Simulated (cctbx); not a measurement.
**Diagnosing a refinement**

Cell a = 13.0220 Å, b = 9.5040 Å, c = 9.1920 Å, α = 90.00°, β = 134.18°, γ = 90.00°; space group C2/m (no. 12). The compound is ZnCoSb6.

Simulated single-crystal data (cctbx): Cu Kα, λ = 1.54184 Å, to d = 0.8 Å, 95 % of the full sphere, strongest reflection 20000 counts, noise from counting, a 6 % proportional error and a noise floor of 4 counts (s.d.); no absorption.

An isotropic refinement with weights 1/σ² prints:

```text
Rint 0.046, 890 unique reflections to 0.80 A
cycle     R1     wR2    GooF  max shift (A)
   1  0.1177  0.3604   7.836   0.09548
  12  0.0183  0.0585   1.271   0.00423
final R1 0.0183 wR2 0.0585 GooF 1.271  parameters 19  data/parameter 46.8
atom        x        y        z      Ueq    occ   su(xyz)  su(Uiso or U11)
Sb1    0.65166  0.83613  0.15435   0.0039  1.000  0.00005  0.0001
Sb2    0.49489  0.65905  0.66020   0.0029  1.000  0.00005  0.0001
Sb3    0.34282  0.00000  0.18630   0.0038  1.000  0.00007  0.0001
Sb4    0.83779  0.50000  0.49844   0.0034  1.000  0.00007  0.0001
Zn1    0.75000  0.75000  0.00000   0.0037  1.000  0.00000  0.0002
Co1    0.75000  0.25000  0.50000   0.0035  1.000  0.00000  0.0003
Co2    0.37643  0.50000  0.75001   1.0000  1.000  0.00601  0.0416
difference map: max 1.03 min -1.54 rms 0.33
Q1    0.1331  0.3881  0.1590    8    1.11  0.56 A from Sb1
Q2    0.1951  0.3040  0.1972    8    1.00  0.51 A from Sb1
Q3    0.1880  0.5000  0.1852    4    0.97  1.59 A from Sb1
Q4    0.2240  0.4387  0.3330    8    0.96  1.54 A from Sb1
Q5    0.0468  0.3113  0.1389    8    0.95  1.29 A from Sb1
Q6    0.2342  0.1145  0.7688    8    0.90  1.21 A from Sb1
```

Q: Accept it or mend it, and why?

Mend it. The fault: spurious atom: Co2. Against the right model at the same level, R1 goes from 0.0161 to 0.0183 and GooF from 0.96 to 1.27 and Co2 takes U = the program's ceiling. A site with no density behind it hides by a very large U or drifts. The fit had not settled when the cycles ran out.

The compound is ZnCoSb6. The right model at the same level gives:

```text
Rint 0.046, 890 unique reflections to 0.80 A
cycle     R1     wR2    GooF  max shift (A)
   1  0.2773  0.6305  13.683   0.06946
   2  0.0161  0.0443   0.962   0.00003
final R1 0.0161 wR2 0.0443 GooF 0.962  parameters 16  data/parameter 55.6
atom        x        y        z      Ueq    occ   su(xyz)  su(Uiso or U11)
Sb1    0.65167  0.83613  0.15436   0.0039  1.000  0.00004  0.0001
Sb2    0.49490  0.65906  0.66022   0.0029  1.000  0.00004  0.0001
Sb3    0.34283  0.00000  0.18631   0.0038  1.000  0.00005  0.0001
Sb4    0.83777  0.50000  0.49842   0.0034  1.000  0.00005  0.0001
Zn1    0.75000  0.75000  0.00000   0.0037  1.000  0.00000  0.0002
Co1    0.75000  0.25000  0.50000   0.0035  1.000  0.00000  0.0002
difference map: max 0.91 min -1.09 rms 0.25
Q1    0.1330  0.3876  0.1589    8    1.00  0.56 A from Sb1
Q2    0.0812  0.0000  0.4259    4    0.90  1.67 A from Sb2
Q3    0.1956  0.3032  0.1975    8    0.89  0.52 A from Sb1
Q4    0.2245  0.4388  0.3341    8    0.85  1.55 A from Sb1
Q5    0.0470  0.3102  0.1390    8    0.85  1.29 A from Sb1
Q6    0.1880  0.5000  0.1850    4    0.84  1.59 A from Sb1
```

The model is made up (kin elements in a known structure type, no relaxation), so it says nothing on whether the phase exists.

[Middle refinement cycles are left out of these outputs.]

[Logs are printed without paths, hosts, clocks, repeated set-up lines and the standing remarks that a program may print on its own settings, such as how far it seeks lower states.]
